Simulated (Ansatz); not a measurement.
# Lattice dynamics of Ta(110) slab, 5 layers

Wanted: vibrations and spectra of Ta(110) slab, 5 layers; the cell is already relaxed.

Program: Ansatz 0.2.0. Level of theory: DFT PBE, scalar-relativistic, plane waves, PAW. Results are calculated unless marked as measured.

## 1. The structure

The cell holds 5 atoms: 5 Ta. Cell: a = 2.837 Å, b = 2.837 Å, c = 42.468 Å, α = 90.0°, β = 90.0°, γ = 70.7°. Vacuum lies along c.

As a file:

```cif
data_structure
_symmetry_space_group_name_H-M 'P 1'
_symmetry_Int_Tables_number 1
_cell_length_a 2.8373
_cell_length_b 2.8373
_cell_length_c 42.4676
_cell_angle_alpha 90.000
_cell_angle_beta 90.000
_cell_angle_gamma 70.732
_cell_volume 322.73
loop_
_atom_site_label
_atom_site_type_symbol
_atom_site_fract_x
_atom_site_fract_y
_atom_site_fract_z
_atom_site_occupancy
Ta1 Ta 0.00000 0.00000 0.15362 1
Ta2 Ta 0.50000 0.50000 0.20723 1
Ta3 Ta 0.00000 0.00000 0.26295 1
Ta4 Ta 0.50000 0.50000 0.31867 1
Ta5 Ta 0.00000 0.00000 0.37229 1
```

## 2. Modes at Γ

The cell comes from relaxations at this level that are not shown. The zone centre is the only wavevector solved here; it holds the modes that light can see, as far as symmetry allows. No field response is asked, since the mesh shows no gap.

input.yaml reads:

```yaml
crystal:
  lattice:
    - [1.642249864, 2.3137652959, 0.0]
    - [-1.642249864, 2.3137652959, 0.0]
    - [0.0, 0.0, 42.4675810856]
  atoms:
    - { symbol: Ta, position: [0.0, 0.0, 0.1536162062] }
    - { symbol: Ta, position: [0.5, 0.5, 0.2072277466] }
    - { symbol: Ta, position: [0.0, 0.0, 0.2629512846] }
    - { symbol: Ta, position: [0.5, 0.5, 0.3186748226] }
    - { symbol: Ta, position: [0.0, 0.0, 0.372286363] }
  periodic: [true, true, false]
kpoints:
  mp_grid: { grid: [16, 16, 1] }
hamiltonian:
  xc: pbe
scf:
  occupations: { method: methfessel_paxton, width: 0.2 }
output:
  eigenvalues: true
phonons:
  method: dfpt
```

On the command line:

```sh
$ ansatz run input.yaml --threads 8 --pin off --max-ram 14336MiB --backend cpu --events-out ev --progress --plain --runs-dir out
```

Numbers of over 12 decimals in the logs are rounded to 6 here.

Log:

```text
Warning: crystal.symmetry: narrowed to the stabiliser of the run's FFT grids — unitary ops 8 → 4. A phonons.method: dfpt run fills in the rows of the dynamical matrix that it does not solve by its symmetry operations, which is exact only for operations that map its FFT grids onto themselves: filled in by any other, the frequencies could depend on the order in which like atoms are typed, or, by more than the grids' own error, on where the crystal sits among the grids' points. Excluded: 4 operations. The run can therefore solve more perturbations, solve them on more k-points, or both, and cost more. [rest of the remark cut]
Engine: ansatz 0.2.0, aarch64-unknown-linux-gnu
Pseudopotentials: kind: paw
Pseudopotential: Ta, paw, valence charge 13, recommended cutoff 420 eV (normal), Ta.paw.azcp
Functional definition: PBE
  parameter kappa = 0.804
  parameter beta = 0.066725
  exchange = pbe_x(kappa = kappa, mu = beta*pi^2/3)
  correlation = pbe_c(beta = beta)
Crystal: 5 atoms, lattice volume = 322.735 Å³
Basis set: ecut = 420 eV, 6335 PW (Γ), exchange–correlation on 40×40×576 points (8 copies of the dense FFT grid, shifted against one another)
Bands: 39, of which v1, the nominal top of the filled ones, is band 33 counted from 1 (32 counted from 0)
Symmetry: 8 space group operations
k-points: 73 of 256 (irreducible under 4 space group operations)
Non-local potential: Ta, projectors of the file, l = 0: 3, l = 1: 2, l = 2: 2, l = 3: 1
PAW form: soft (Blöchl's): semilocal exchange-correlation on the pseudo side does not see the compensation charge
PAW one-centre angular grid: Ta, 590 points (default); XC on 64 Gauss nodes
Initial density: superposition of atomic densities (neutral atoms: chi_scale 0, normalization atom), corrected by the library's trained network
Initial wavefunctions: pseudopotential atomic-orbital guess
Functional: x = pbe(κ = 0.804, μ = 0.219515), c = pbe(β = 0.066725)
SCF iter   1: F=—  HF=-49659.061786 eV  |F-HF|=—  |Δ(HF+E_count)|=         —  Δρ=6.61e-3  dr2=4.67e0  ethr=1.77e-3  ⟨swp⟩=12.8  Hψ=19719  notcnv=0
preconditioner: auto → LDOS  [metal: Δε(μ)=0.006 eV  Ē_g=3.854 eV  σ=0.200 eV  W_gap=0.03  n_scr=28 (ndim 8)  ℏωp=10.3 eV  f_vac=0.673  D(μ)=7.13/eV (n_scr^D=26)  β→1.0]
SCF iter   2: F=—  HF=-49658.967269 eV  |F-HF|=—  |Δ(HF+E_count)|=   9.45e-2  S|Δr|=    0.00e0  Δρ=1.64e-3  dr2=4.78e-2  ethr=1.77e-3  ⟨swp⟩=2.2  Hψ=3597  notcnv=0  defer=2
SCF iter   3: F=—  HF=-49658.966699 eV  |F-HF|=—  |Δ(HF+E_count)|=   5.69e-4  S|Δr|=    0.00e0  Δρ=4.34e-4  dr2=4.99e-3  ethr=7.36e-5  ⟨swp⟩=3.0  Hψ=4690  notcnv=0  defer=2
SCF iter   4: F=—  HF=-49658.966816 eV  |F-HF|=—  |Δ(HF+E_count)|=   1.17e-4  S|Δr|=    0.00e0  Δρ=9.66e-5  dr2=2.21e-4  ethr=7.68e-6  ⟨swp⟩=3.3  Hψ=4931  notcnv=0  defer=2
SCF iter   5: F=—  HF=-49658.966829 eV  |F-HF|=—  |Δ(HF+E_count)|=   1.22e-5  S|Δr|=    0.00e0  Δρ=3.32e-5  dr2=7.97e-6  ethr=3.40e-7  ⟨swp⟩=4.2  Hψ=6557  notcnv=0  defer=2
SCF iter   6: F=—  HF=-49658.966827 eV  |F-HF|=—  |Δ(HF+E_count)|=   1.40e-6  S|Δr|=    0.00e0  Δρ=9.83e-6  dr2=4.43e-7  ethr=1.23e-8  ⟨swp⟩=4.1  Hψ=7560  notcnv=0  defer=2
SCF iter   7: F=—  HF=-49658.967052 eV  |F-HF|=—  |Δ(HF+E_count)|=   2.25e-4  S|Δr|=    0.00e0  Δρ=3.64e-6  dr2=7.27e-8  ethr=6.81e-10  ⟨swp⟩=3.7  Hψ=6909  notcnv=0  defer=1
SCF iter   8: F=—  HF=-49658.967052 eV  |F-HF|=—  |Δ(HF+E_count)|=   7.18e-8  S|Δr|=    0.00e0  Δρ=9.11e-7  dr2=6.83e-9  ethr=1.12e-10  ⟨swp⟩=3.7  Hψ=6255  notcnv=0  defer=1
SCF iter   9: F=—  HF=-49658.967052 eV  |F-HF|=—  |Δ(HF+E_count)|=   1.68e-8  S|Δr|=    0.00e0  Δρ=2.81e-7  dr2=3.73e-10  ethr=1.05e-11  ⟨swp⟩=3.9  Hψ=6386  notcnv=0  defer=1
SCF iter  10: F=—  HF=-49658.967052 eV  |F-HF|=—  |Δ(HF+E_count)|=  9.90e-10  S|Δr|=    0.00e0  Δρ=8.10e-8  dr2=6.72e-11  ethr=1.00e-12  ⟨swp⟩=3.5  Hψ=6120  notcnv=0  defer=1
SCF iter  11: F=—  HF=-49658.967052 eV  |F-HF|=—  |Δ(HF+E_count)|=  6.77e-10  S|Δr|=    0.00e0  Δρ=2.10e-8  dr2=1.03e-11  ethr=1.00e-12  ⟨swp⟩=1.8  Hψ=3209  notcnv=0  defer=1
SCF iter  12: F=-49658.967052 eV  HF=-49658.967052 eV  |F-HF|=3.78e-10  |Δ(HF+E_count)|=   1.46e-9  S|Δr|=    0.00e0  Δρ=6.81e-9  dr2=3.49e-13  ethr=1.00e-12  ⟨swp⟩=22.3  Hψ=23453  notcnv=0
SCF 1 converged in 12 iterations: F = -49658.967052 eV  dr2 = 3.49e-13
  greatest PAW one-centre occupation: 1.000 electrons in one spin orbital (limit 2), on the Ta atom at site 4 (counted from 0), in its partial waves of l = 0
DFPT response loops at Γ: preconditioner auto → none (partly filled bands, converged f_vac=0.673); β = 0.50; Broyden in place of MSR1
SCF converged after 12 iterations
Stability not checked: this state was not tested for a lower state beside it, because cold or Methfessel-Paxton smearing, or corrected tetrahedra, fill the levels in a way that the test cannot read (fill_not_monotonic; see scf.lower_state_search)
Free energy (F): -49658.967052 eV
Harris-Foulkes:  -49658.967052 eV  (|F-HF|=3.78e-10)
Internal energy: -49658.962958 eV  (E = F + TS)
E sigma→0 (E₀):  -49658.966029 eV
Entropy (-TS):   -0.004094 eV (-0.819 meV/atom)
Fermi energy:    -4.781451 eV
--- Per-component energies (eV) ---
  E_band       = -2044.012156
  E_kinetic    = 1827.061251
  E_local      = -343709.386230  (includes V_loc(G=0)·N_el)
  E_nonlocal   = 75.402316
  E_hartree    = 170672.227486
  E_xc         = -1089.813030
  E_vxc        = -1016.914878  (∫ρ·V_xc dr)
  E_paw        = -41983.133311  (= ΣΔE_a)
  E_vpaw       = -564.630144  (= ΣTr[D̂ρ^β])
  E_aug_tail   = 0.000747  (compensation charges beyond the density's cutoff)
  E_ewald      = 164548.677813
  E_smearing   = -0.004094  (= −TS)
  E_closure    = 0.000000  (closes the sum)
  Σ components = -49658.967052   (vs F -49658.967052, Δ=0.00e0)
--- Band table (eV; the first three rows and the last of 73) ---
  k-point 0: bands = [... 29 lower, -5.2033, -4.8496, -4.5169, -4.3860, -4.3607, -4.0574, -3.6859, -3.5072, ... 2 higher]
  k-point 1: bands = [... 29 lower, -5.2385, -4.8444, -4.5794, -4.4727, -4.3385, -4.1051, -3.7187, -3.6414, ... 2 higher]
  k-point 2: bands = [... 29 lower, -5.3589, -4.9237, -4.7211, -4.6578, -4.5131, -4.1454, -3.8979, -3.5792, ... 2 higher]
  k-point 72: bands = [... 29 lower, -5.2354, -4.8806, -3.5597, -2.9387, -2.9252, -2.5305, -2.2836, -1.6591, ... 2 higher]
--- Phonons (Γ-DFPT): 15 representative perturbations + reference, on 73 of 256 k-points (Σ response iterations 70) ---
  ASR residual: 1.660e-4 → 0.000e0 eV/Å²; symmetrization residual: 1.434e-4 eV/Å²
  The last average, over the group as it would stand without the narrowing to the FFT grids, took up to 2.432e-5 eV/Å² of the zone centre's force constants
  ASR residual per site (eV/Å²): 9.04e-5 4.13e-5 1.66e-4 4.86e-5 6.15e-5
  Γ frequencies (cm⁻¹): 0.00 0.00 0.00 23.55 33.30 56.54 58.53 71.03 84.84 92.04 109.27 109.91 136.29 138.99 144.73
  non-analytic LO–TO correction: not included (Born effective charges unavailable; polar crystals: no LO–TO splitting at Γ)
```

Elapsed: 7 min, on 8 threads of Arm Neoverse N1, shared host; peak memory 3 GiB; 53 min of CPU time.

Numbers from this step:

- gap on the k-mesh: 0 eV
- sum-rule residual before enforcement: 1.66e-4 eV/Å²
- point group: mmm
- area per atom: 1.52 Å²
- highest optical mode at the zone centre (no LO-TO term): 144.7 cm⁻¹
- lowest optical zone-centre mode: 23.55 cm⁻¹

Patterns of degenerate modes are one choice out of their space. Modes at Γ:

| mode | frequency (cm⁻¹) | symmetry |
| --- | --- | --- |
| 1 | 0.0 | acoustic |
| 2 | 0.0 | acoustic |
| 3 | 0.0 | acoustic |
| 4 | 23.6 | B3g |
| 5 | 33.3 | B2g |
| 6 | 56.5 | B2u |
| 7 | 58.5 | Ag |
| 8 | 71.0 | B3u |
| 9 | 84.8 | B3g |
| 10 | 92.0 | B2u |
| 11 | 109.3 | B1u |
| 12 | 109.9 | B2g |
| 13 | 136.3 | Ag |
| 14 | 139.0 | B3u |
| 15 | 144.7 | B1u |

Displacements in mode 4 (23.6 cm⁻¹), the largest set to 1:
```
Ta1  0.00  1.00  0.00
Ta2  0.00  0.70  0.00
Ta3  0.00  0.00  0.00
Ta4  0.00 -0.70  0.00
Ta5  0.00 -1.00  0.00
```

Displacements in mode 8 (71.0 cm⁻¹), the largest set to 1:
```
Ta1 -0.73  0.00  0.00
Ta2  0.23  0.00  0.00
Ta3  1.00  0.00  0.00
Ta4  0.23  0.00  0.00
Ta5 -0.73  0.00  0.00
```

Before it was imposed, the acoustic sum rule was missed by 1.7e-4 eV/Å². Small misses are needed for a sound result but don't prove that mesh and cutoff are converged. The lowest optical mode is real, 23.6 cm⁻¹.

## 3. Results

```
space group (within 0.01 Å)                             : Cmmm
area per atom                                           : 1.52 Å²
electronic character                                    : no gap on this mesh
highest optical mode at the zone centre (no LO-TO term) : 145 cm⁻¹
lowest optical zone-centre mode                         : 23.6 cm⁻¹
imaginary modes at Γ (the only wavevector solved)       : none
```

What this shows: The structure is stable against zone-centre distortions, since no mode there is imaginary; runs at other wavevectors are not part of this account. The optical modes at Γ span 24 to 145 cm⁻¹. The dispersion is not part of this account. With no gap, or one that is small against the smearing, the frequencies hang on the k mesh and the smearing, most of all near Kohn anomalies. Spin-orbit coupling is left out, which can matter for the heavy elements here. The starting cell was built on a prototype and not taken from a measurement. These are harmonic frequencies at zero temperature: anharmonic shifts, linewidths and thermal expansion are left out.

[Logs are printed without paths, hosts, clocks, repeated set-up lines and the standing remarks that a program may print on its own settings, such as how far it seeks lower states.]

[Hosts, paths, dates, database ids (printed as entryN), source tags and the programs' standing remarks are cut or masked in the printed files.]
